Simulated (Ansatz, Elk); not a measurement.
## Bonding as seen by X-rays: Na3Sr

Structure refinements treat a crystal as free atoms side by side. For a made-up structure of Na3Sr (cell and positions from a PBE relaxation) the runs below show what the calculated density changes in F(hkl).

Program: Elk 11.2.3 (patched build). Level of theory: DFT, PBE, all-electron APW+lo, Dirac cores, scalar-relativistic bands, static density, no spin. Results are calculated unless marked as measured.

The structure was built from a prototype and need not be the compound's stable phase.

## 1. The starting structure

It takes space group P6_3/mmc (No. 194, hexagonal). The conventional cell has a = 7.882 Å, b = 7.882 Å, c = 6.244 Å, α = 90.00°, β = 90.00°, γ = 120.00°. Sr has 12 Na at 3.93 to 3.94 Å nearest. Nearest to Na lie 8 Na at 3.74 to 4.14 Å and 4 Sr at 3.93 to 3.94 Å. Farther neighbours are not listed.

## 2. Ground state and structure factors

An all-electron density is needed, since X-rays see the cores too. Task 0 finds the density and task 195 Fourier-transforms it; tshift is off so that phases refer to the origin typed.

The input, elk.in:

```
tasks
  0
  195

xctype
  20

spinpol
  .false.

rgkmax
  7.0

gmaxvr
  14.0

lmaxo
  7

lmaxapw
  8

swidth
  0.002

tshift
  .false.

ramdisk
  .false.

hmaxvr
  5.5

maxscl
  120

epspot
  1e-06

sppath
  './'

avec
  14.89401607856 -0.00000000000 0.00000000000
  -7.44700803928 12.89859628841 0.00000000000
  0.00000000000 0.00000000000 11.80004220907

atoms
  2
  'Sr.in'
  2
  0.3333333333 0.6666666667 0.7500000000   0.000000 0.000000 0.000000
  0.6666666667 0.3333333333 0.2500000000   0.000000 0.000000 0.000000
  'Na.in'
  6
  0.1582575367 0.3165150734 0.2500000000   0.000000 0.000000 0.000000
  0.1582575367 0.8417424633 0.2500000000   0.000000 0.000000 0.000000
  0.6834849266 0.8417424633 0.2500000000   0.000000 0.000000 0.000000
  0.8417424633 0.6834849266 0.7500000000   0.000000 0.000000 0.000000
  0.8417424633 0.1582575367 0.7500000000   0.000000 0.000000 0.000000
  0.3165150734 0.1582575367 0.7500000000   0.000000 0.000000 0.000000

ngridk
  4 4 4
```

The run is started by

```bash
$ OMP_NUM_THREADS=4 elk
```

Numbers of over 12 decimals in the logs are rounded to 6 here.

Output:

```text
┌─────────────────────────┐
│ Elk code version 11.2.3 │
└─────────────────────────┘

All units are atomic (Hartree, Bohr, etc.)

┌─────────────────────────────────────────────────┐
│ Ground-state run starting from atomic densities │
└─────────────────────────────────────────────────┘

Lattice vectors :
   14.89401608      -0.000000000       0.000000000
  -7.447008039       12.89859629       0.000000000
   0.000000000       0.000000000       11.80004221

Reciprocal lattice vectors :
  0.4218597102      0.2435608173      -0.000000000
   0.000000000      0.4871216345      -0.000000000
  -0.000000000      -0.000000000      0.5324714264

Unit cell volume      :    2266.928535
Brillouin zone volume :   0.1094212762

Muffin-tin inner radius fraction :   0.1000000000E-01

Nuclei treated as point charges

Species : 1 (Sr)
 parameters loaded from : Sr.in
 name : strontium
 nuclear charge    :   -38.00000000
 electronic charge :    38.00000000
 atomic mass :    159721.4892
 muffin-tin radius :    2.600000000
 number of radial points in muffin-tin :   1193
 inner part over the whole radius :   0.9909106339E-02
 number on inner part of muffin-tin    :    847
 approximate nuclear radius :   0.8067967193E-04
 number of mesh points to nuclear radius :    415
 atomic positions (lattice), magnetic fields (Cartesian) :
  1 :   0.33333333 -0.33333333 -0.25000000    0.00000000  0.00000000  0.00000000
  2 :  -0.33333333  0.33333333  0.25000000    0.00000000  0.00000000  0.00000000

Species : 2 (Na)
 parameters loaded from : Na.in
 name : sodium
 nuclear charge    :   -11.00000000
 electronic charge :    11.00000000
 atomic mass :    41907.78703
 muffin-tin radius :    2.200000000
 number of radial points in muffin-tin :    793
 inner part over the whole radius :   0.9883648912E-02
 number on inner part of muffin-tin    :    551
 approximate nuclear radius :   0.5574345702E-04
 number of mesh points to nuclear radius :    238
 atomic positions (lattice), magnetic fields (Cartesian) :
  1 :   0.15825754  0.31651507  0.25000000    0.00000000  0.00000000  0.00000000
  2 :   0.15825754 -0.15825754  0.25000000    0.00000000  0.00000000  0.00000000
  3 :  -0.31651507 -0.15825754  0.25000000    0.00000000  0.00000000  0.00000000
  4 :  -0.15825754 -0.31651507 -0.25000000    0.00000000  0.00000000  0.00000000
  5 :  -0.15825754  0.15825754 -0.25000000    0.00000000  0.00000000  0.00000000
  6 :   0.31651507  0.15825754 -0.25000000    0.00000000  0.00000000  0.00000000

Total number of atoms per unit cell :    8
Total muffin-tin volume :    414.8577819
 ratio of muffin-tin to unit cell volume :   0.1830043495

Spin treatment :
 spin-unpolarised

Number of Bravais lattice symmetries :   24
Number of crystal symmetries         :   24
Crystal has inversion symmetry
Real symmetric eigensolver will be used

k-point grid :      4     4     4
k-point offset :    0.000000000       0.000000000       0.000000000
k-point set is reduced with full crystal symmetry group
Total number of k-points :       12

Muffin-tin radius times maximum |G+k| :    7.000000000
 using average radius
Maximum |G+k| for APW functions       :    3.043478261
Maximum (1/2)|G+k|²                   :    4.631379962
Maximum |G| for potential and density :    14.00000000
Constant for pseudocharge density :    9
 order of it for each species :   16  16
 order of it for pair densities of each species (exact exchange by exxq0 0: 17) :   13   8
Radial integration step length :    1

G-vector grid sizes :     70    70    54
Number of G-vectors :   105041

Maximum angular momentum used for
 APW functions            :    8
 outer part of muffin-tin :    7
 inner part of muffin-tin :    2

Total nuclear charge    :   -142.0000000
Total core charge       :    68.00000000
Total valence charge    :    74.00000000
Total excess charge     :    0.000000000
Total electronic charge :    142.0000000

Effective Wigner radius, rₛ :    1.562021324

Number of empty states         :     32
[...]
electron-nuclear            :     -16379.178822952
 Hartree                     :      2488.1369051170
 Madelung                    :     -8859.1783545107
 xc potential                :     -387.06744344073
 exchange                    :     -290.44346039170
 correlation                 :     -6.131429
 electron entropic           :    -0.24980527073690E-02
 total energy                :     -7336.1316116953

Density of states at Fermi energy :    201.8468971
 (states/Hartree/unit cell)

Estimated indirect band gap :   0.1905531298E-02
 from k-point 8 to k-point 8
Estimated direct band gap   :   0.1905531298E-02
 at k-point 8

Charges :
 core                        :    68.00000000
 valence                     :    74.00000000
 interstitial                :    9.963358230
 muffin-tins (core leakage)
  species : 1 (Sr)
[...]
species : 2 (Na)
[...]
total in muffin-tins        :    132.0366418
 total calculated charge     :    141.9999407
 total charge                :    142.0000000
 error                       :   0.5932067319E-04

RMS change in Kohn-Sham potential (target) :   0.7208883696     (  0.1000000000E-05)
Absolute change in total energy (target)   :    1.498986899     (  0.1000000000E-03)

[... loops 3 to 12 left out ...]

┌──────────────────┐
│ Loop number : 13 │
└──────────────────┘

Energies :
 Fermi                       :     0.50070090197019E-01
 sum of occupied eigenvalues :     -4269.6524352654
 electron kinetic            :      7525.5404178950
 core electron kinetic       :      7133.7329647521
 Coulomb                     :     -14563.320055144
 Coulomb potential           :     -11410.173910753
 nuclear-nuclear             :     -673.93515583521
 electron-nuclear            :     -16377.226104379
 Hartree                     :      2487.8412050707
 Madelung                    :     -8858.2330997675
 xc potential                :     -385.01894240774
 exchange                    :     -290.37142893508
 correlation                 :     -6.132054
 electron entropic           :    -0.24639626915258E-02
 total energy                :     -7334.2855845800

Density of states at Fermi energy :    199.1581650
 (states/Hartree/unit cell)

Estimated indirect band gap :   0.1474533011E-02
 from k-point 8 to k-point 8
Estimated direct band gap   :   0.1474533011E-02
 at k-point 8

Charges :
 core                        :    68.00000000
 valence                     :    74.00000000
 interstitial                :    9.926335988
 muffin-tins (core leakage)
  species : 1 (Sr)
[...]
species : 2 (Na)
[...]
total in muffin-tins        :    132.0736640
 total calculated charge     :    141.9999408
 total charge                :    142.0000000
 error                       :   0.5924833960E-04

RMS change in Kohn-Sham potential (target) :   0.1253464887E-06 (  0.1000000000E-05)
Absolute change in total energy (target)   :   0.5774784222E-04 (  0.1000000000E-03)

Convergence targets achieved

┌──────────────────┐
│ Loop number : 14 │
└──────────────────┘

Energies :
 Fermi                       :     0.50070123298286E-01
 sum of occupied eigenvalues :     -4269.6524355277
 electron kinetic            :      7525.5404233285
 core electron kinetic       :      7133.7329710067
 Coulomb                     :     -14563.320061035
 Coulomb potential           :     -11410.173913487
 nuclear-nuclear             :     -673.93515583521
 electron-nuclear            :     -16377.226113098
 Hartree                     :      2487.8412078982
 Madelung                    :     -8858.2331042915
 xc potential                :     -385.01894536887
 exchange                    :     -290.37142909939
 correlation                 :     -6.132054
 electron entropic           :    -0.24639622315919E-02
 total energy                :     -7334.2855852113

Density of states at Fermi energy :    199.1581375
 (states/Hartree/unit cell)

Estimated indirect band gap :   0.1474525240E-02
 from k-point 8 to k-point 8
Estimated direct band gap   :   0.1474525240E-02
 at k-point 8

Charges :
 core                        :    68.00000000
 valence                     :    74.00000000
 interstitial                :    9.926336006
 muffin-tins (core leakage)
  species : 1 (Sr)
[...]
species : 2 (Na)
[...]
atom 4                    :    10.05159127     ( -0.9715865446E-07)
   atom 5                    :    10.05159127     ( -0.9715865446E-07)
   atom 6                    :    10.05159127     ( -0.9715865446E-07)
 total in muffin-tins        :    132.0736640
 total calculated charge     :    141.9999408
 total charge                :    142.0000000
 error                       :   0.5924833945E-04

┌──────────────────────────────┐
│ Self-consistent loop stopped │
└──────────────────────────────┘

Wrote STATE.OUT
```

It took 67 s on 4 threads of AMD EPYC 7B13 (Zen 3), shared host; peak memory 0.53 GiB.

SFACRHO.OUT:

```text

h k l indices transformed by vhmat matrix:
   1.000000000       0.000000000       0.000000000    
   0.000000000       1.000000000       0.000000000    
   0.000000000       0.000000000       1.000000000    

      h      k      l  multipl.   |H|            Re(F)            Im(F)           |F|

      0      0      0      1   0.0000000       142.00000      0.16485381E-15   142.00000    
      1     -1      0      6  0.48712163      -21.826743     -0.78649883E-14   21.826743    
      0      0      1      2  0.53247143      0.65087924E-14 -0.19662471E-14  0.67993019E-14
      1      0      1      6  0.72167396       44.306769     -0.98312354E-15   44.306769    
     -1      0      1      6  0.72167396      -44.306769      0.49156177E-14   44.306769    
      1     -2      0      6  0.84371942       48.131853     -0.23456364E-14   48.131853    
      2      0      0      6  0.97424327      -59.105636      0.58987412E-14   59.105636    
     -2      1      1     12  0.99769148      0.40056944E-07  0.98312354E-15  0.40056944E-07
      0      0     -2      2   1.0649429      -116.48269      0.15572091E-15   116.48269    
      2      0     -1      6   1.1102593       99.416828     -0.49156177E-14   99.416828    
      2     -2     -1      6   1.1102593      -99.416828      0.29493706E-14   99.416828    
      1      0     -2      6   1.1710639       19.296111      0.98312354E-15   19.296111    
      1     -1     -2      6   1.1710639       19.296111     -0.98312354E-15   19.296111    
     -1      3      0     12   1.2888027      -28.119582     -0.13763730E-13   28.119582    
      1      1      2     12   1.3586632      -43.677236     -0.56529603E-14   43.677236    
      2      1      1     12   1.3944670       33.972653      0.22120280E-13   33.972653    
      3     -2      1     12   1.3944670      -33.972653      0.20645594E-13   33.972653    
     -2      0      2      6   1.4433479       53.199829      0.98312354E-15   53.199829
```

Elk indexes on the primitive cell of elk.in and gives |H| = 4π sin θ/λ in inverse bohr. Below, one row stands for each form hkl of the conventional cell (m members, Friedel mates merged), F is for one primitive cell and the density is static (no thermal factor). Free-atom factors are Waasmaier and Kirfel's, and R is Σm||F|−|F'||/Σm|F|.

| hkl | m | sin θ/λ (Å⁻¹) | abs F, DFT | neutral atoms | diff. |
| --- | --- | --- | --- | --- | --- |
| 100 | 6 | 0.073 | 21.827 | 21.795 | +0.032 |
| 001 | 2 | 0.080 | 0.000 | 0.000 | +0.000 |
| 101 | 12 | 0.108 | 44.307 | 44.283 | +0.024 |
| 110 | 6 | 0.127 | 48.132 | 48.158 | -0.026 |
| 200 | 6 | 0.146 | 59.106 | 59.203 | -0.098 |
| 111 | 12 | 0.150 | 0.000 | 0.000 | +0.000 |
| 002 | 2 | 0.160 | 116.483 | 116.743 | -0.260 |
| 201 | 12 | 0.167 | 99.417 | 99.613 | -0.196 |
| 102 | 12 | 0.176 | 19.296 | 19.169 | +0.127 |
| 210 | 12 | 0.194 | 28.120 | 28.060 | +0.060 |
| 112 | 12 | 0.204 | 43.677 | 43.487 | +0.190 |
| 211 | 24 | 0.210 | 33.973 | 33.798 | +0.175 |
| 202 | 12 | 0.217 | 53.200 | 53.284 | -0.084 |
| 300 | 6 | 0.220 | 41.953 | 41.784 | +0.169 |

## 3. The highest occupied states alone

An energy window below the Fermi level keeps the highest occupied states, to see at which angles they scatter; shallow core shells can lie inside it and anion s states outside. No new self-consistency is needed.

Changes to elk.in since step 2:

```diff
@@ -1,3 +1,2 @@
 tasks
-  0
   195
@@ -40,2 +39,5 @@
 
+wsfac
+  -0.317420 0.350070
+
 sppath
```

The run is started by

```bash
$ OMP_NUM_THREADS=4 elk
```

Output:

```text
┌─────────────────────────────────┐
│ Elk code version 11.2.3 started │
└─────────────────────────────────┘

Info(readinput): the functional depends on the density's gradient
 muffin-tin radial points multiplied by    2.00000
 (not where nrmtscf is given)

┌────────────────────┐
│ Current task : 195 │
└────────────────────┘

Info(sfacrho): density structure factors written to SFACRHO.OUT

 Energy window :  -0.3174200000      0.3500700000

┌──────────────────┐
│ Elk code stopped │
└──────────────────┘
```

Wall time 28 s (4 threads); peak memory 0.3 GiB.

States within 10 eV below the Fermi level hold 10.00 electrons; any levels below the window count with the cores. Their amplitudes can exceed the total, where window and core parts have opposite phase:

| hkl | sin θ/λ (Å⁻¹) | abs F, window | abs F, all |
| --- | --- | --- | --- |
| 100 | 0.073 | 0.180 | 21.827 |
| 001 | 0.080 | 0.000 | 0.000 |
| 101 | 0.108 | 0.065 | 44.307 |
| 110 | 0.127 | 0.162 | 48.132 |
| 200 | 0.146 | 0.056 | 59.106 |
| 111 | 0.150 | 0.000 | 0.000 |
| 002 | 0.160 | 0.301 | 116.483 |
| 201 | 0.167 | 0.254 | 99.417 |
| 102 | 0.176 | 0.047 | 19.296 |
| 210 | 0.194 | 0.014 | 28.120 |

## 4. Another functional

The difference from free atoms is small, so it is set against the change that PBEsol makes.

Changes to elk.in since step 3:

```diff
@@ -1,2 +1,3 @@
 tasks
+  0
   195
@@ -4,3 +5,3 @@
 xctype
-  20
+  22
 
@@ -39,5 +40,2 @@
 
-wsfac
-  -0.317420 0.350070
-
 sppath
```

The run is started by

```bash
$ OMP_NUM_THREADS=4 elk
```

Output:

```text
┌─────────────────────────┐
│ Elk code version 11.2.3 │
└─────────────────────────┘

All units are atomic (Hartree, Bohr, etc.)

┌─────────────────────────────────────────────────┐
│ Ground-state run starting from atomic densities │
└─────────────────────────────────────────────────┘

Lattice vectors :
   14.89401608      -0.000000000       0.000000000
  -7.447008039       12.89859629       0.000000000
   0.000000000       0.000000000       11.80004221

Reciprocal lattice vectors :
  0.4218597102      0.2435608173      -0.000000000
[...]
valence                     :    74.00000000
 interstitial                :    9.943544768
 muffin-tins (core leakage)
  species : 1 (Sr)
[...]
species : 2 (Na)
[...]
atom 5                    :    10.04871778     ( -0.9715865801E-07)
   atom 6                    :    10.04871778     ( -0.9715865801E-07)
 total in muffin-tins        :    132.0564552
 total calculated charge     :    141.9999408
 total charge                :    142.0000000
 error                       :   0.5917215981E-04

┌──────────────────────────────┐
│ Self-consistent loop stopped │
└──────────────────────────────┘

Wrote STATE.OUT
[key lines of the parts left out:]
total energy                :     -7328.1375680733
```

The job ended after 65 s (4 threads; peak memory 0.56 GiB).

Against the first run R = 0.03 %; the largest change is -0.040 at 226.

## 5. Basis size

A smaller basis shows how fast F responds to it; the change is likely larger than the basis error of the first run, but doesn't show convergence.

Changes to elk.in since step 4:

```diff
@@ -5,3 +5,3 @@
 xctype
-  22
+  20
 
@@ -11,3 +11,3 @@
 rgkmax
-  7.0
+  5.5
```

The run is started by

```bash
$ OMP_NUM_THREADS=4 elk
```

Output:

```text
┌─────────────────────────┐
│ Elk code version 11.2.3 │
└─────────────────────────┘

All units are atomic (Hartree, Bohr, etc.)

┌─────────────────────────────────────────────────┐
│ Ground-state run starting from atomic densities │
└─────────────────────────────────────────────────┘

Lattice vectors :
   14.89401608      -0.000000000       0.000000000
  -7.447008039       12.89859629       0.000000000
   0.000000000       0.000000000       11.80004221

Reciprocal lattice vectors :
  0.4218597102      0.2435608173      -0.000000000
[...]
valence                     :    74.00000000
 interstitial                :    10.00053792
 muffin-tins (core leakage)
  species : 1 (Sr)
[...]
species : 2 (Na)
[...]
atom 5                    :    10.04484121     ( -0.9715866112E-07)
   atom 6                    :    10.04484121     ( -0.9715866112E-07)
 total in muffin-tins        :    131.9994621
 total calculated charge     :    141.9999237
 total charge                :    142.0000000
 error                       :   0.7630455750E-04

┌──────────────────────────────┐
│ Self-consistent loop stopped │
└──────────────────────────────┘

Wrote STATE.OUT
[key lines of the parts left out:]
total energy                :     -7334.1968021045
```

Run time: 49 s. Hardware: 4 threads; peak memory 0.39 GiB; 84 s of CPU time.

Against the first run R = 0.02 %; the largest change is +0.037 at 224.

## 6. Settings against the effect

| run | R against the first run (%) | R against neutral atoms, low angle (%) | wall time |
| --- | --- | --- | --- |
| PBE, rgkmax 7 | 0.00 | 0.24 | 67 s |
| PBEsol | 0.03 | 0.25 | 65 s |
| rgkmax 5.5 | 0.02 | 0.24 | 49 s |

## 7. Summary of results

```yaml
r_against_neutral_atoms_sin_theta_lambda_0p3_a_minus1: 0.24 %
r_against_neutral_atoms_0p3_to_0p59_a_minus1: 0.16 %
```

In words: Independent neutral atoms miss the calculated amplitudes by R = 0.24 % below 0.3 Å⁻¹ and 0.16 % from there to 0.59 Å⁻¹; by shells, 0.09 % below 0.15 Å⁻¹ (4 forms), 0.26 % 0.15 to 0.3 (17 forms), 0.13 % 0.3 to 0.45 (43 forms), 0.19 % above 0.45 (69 forms). Bonding, aspherical density and the tables' own atoms all enter these figures, and the runs don't part them. The largest change of an amplitude is -0.26 electrons, at 002. The window's part falls from 10.0 electrons at the origin to at most 0.10 between 0.45 and 0.59 Å⁻¹. Below 0.3 Å⁻¹ the changes that finished (PBEsol and rgkmax 5.5) move F by R = 0.02 % at most, against the 0.24 % that separates it from free atoms. The k-mesh has no finished test. Part of the difference isn't bonding: the tables are fits to free atoms and ions calculated by other methods than this functional. Thermal motion, anomalous dispersion and extinction are left out.

[Logs are printed without paths, hosts, clocks, repeated set-up lines and the standing remarks that a program may print on its own settings, such as how far it seeks lower states.]

[Hosts, paths, dates, database ids (printed as entryN), source tags and the programs' standing remarks are cut or masked in the printed files.]
